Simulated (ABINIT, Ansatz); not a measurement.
Entries from a set of simulations; values are calculated unless marked as measured.

A GW chain in ABINIT: Sr2NbGaO6 (Fm-3m). The structure is cubic, space group Fm-3m (No. 225). Conventional cell: a = 8.000 Å, b = 8.000 Å, c = 8.000 Å, α = 90.00°, β = 90.00°, γ = 90.00°. Sr has 12 O at 2.83 Å nearest. Nearest to Nb lie 6 O at 2.01 Å. Nearest to Ga lie 6 O at 1.99 Å. Nearest to O lie 1 Ga at 1.99 Å and 1 Nb at 2.01 Å and 4 Sr at 2.83 Å. Farther neighbours, and contacts between anions beyond the nearest, are not listed. The calculation used RPA screening on PBEsol, plane waves, norm-conserving pseudopotentials (and 2 further levels or steps) in ABINIT 10.8.3, with cutoff 37 Ha, PseudoDojo scalar-relativistic 0.4.1 standard, norm-conserving, ngkpt (2, 2, 2), nband 249, ecuteps 6.5 Ha, inclvkb 2, shiftk (0, 0, 0), symchi 1, awtr 1, frequency ppm, 2×2×2 k-mesh. The PBEsol gap is 3.16 eV, direct. The G0W0 gap on the mesh is 4.76 eV and the GW settings are 2×2×2 mesh, 249 bands, screening to 176.9 eV, Godby-Needs plasmon pole. The known limits are short of the basis limit; exchange with frozen shells missing; no spin-orbit coupling; coarse k mesh. It took 4 runs, 6.2 min in all on 4 MPI ranks of Intel Xeon 6975P-C (Granite Rapids), shared host. G0W0 moves the gap on the mesh from 3.16 eV to 4.76 eV (+1.61 eV), with Z of 0.78 and 0.81 at the edges. Local fields lower the RPA ε∞ on this mesh from 6.13 to 5.46; a Γ-centred mesh this coarse tends to raise both, most where the direct gap is narrow, while a short band sum lowers them. The program's warnings: nproc spkpt=  >= nkpt= * nsppol=. The cell and positions are those that the Materials Project relaxed with its own functionals (PBE, PBE+U or r2SCAN), kept fixed. Limits: no spin-orbit coupling. The 2×2×2 mesh is coarse for this cell, which bears on the long-range parts of exchange and screening. The norm-conserving file of at least one element keeps a d shell over frozen s and p shells of the same row. Exchange with those shells is missing from the self-energy, an error of 0.3 to 0.9 eV in cases checked, whose sign depends on which edge lies on those atoms.

```xyz
10
Lattice="0.0000 4.0002 4.0002 4.0002 0.0000 4.0002 4.0002 4.0002 0.0000" Properties=species:S:1:pos:R:3 pbc="T T T"
Sr    2.0001    2.0001    2.0001
Sr    6.0003    6.0003    6.0003
Nb    0.0000    0.0000    0.0000
Ga    4.0002    4.0002    4.0002
O     2.0064    4.0002    4.0002
O     5.9940    4.0002    4.0002
O     4.0002    4.0002    2.0064
O     4.0002    4.0002    5.9940
O     4.0002    2.0064    4.0002
O     4.0002    5.9940    4.0002
```

[Long decimals in the printed logs are rounded to 6 places.]

[Logs are printed without paths, hosts, clocks, repeated set-up lines and the standing remarks that a program may print on its own settings, such as how far it seeks lower states.]

[Paths, hosts, dates, memory and timing lines, banners, echoed tables and standing remarks are left out of the program output; an Ansatz launch command may be rebuilt from the run's recorded settings. Measured values are a selection of at most five: reports struck by readers or far from the other reports are left out. None is set beside runs whose start may be inverted or whose files or cutoffs have a known fault.]

[Runs of the session that timed out or met a known fault of the program may be left out.]

[Hosts, paths, dates, database ids (printed as entryN), source tags and the programs' standing remarks are cut or masked in the printed files.]

[G0W0 gaps are taken among the corrected bands and points alone; a level outside them can change the order at an edge.]

[Where Ansatz stands beside ABINIT at settings called matched, ABINIT's density can come from a denser mesh and the files from another edition; pairs whose starting gaps differed by over 0.03 eV were left out, so agreement reads better than it is.]
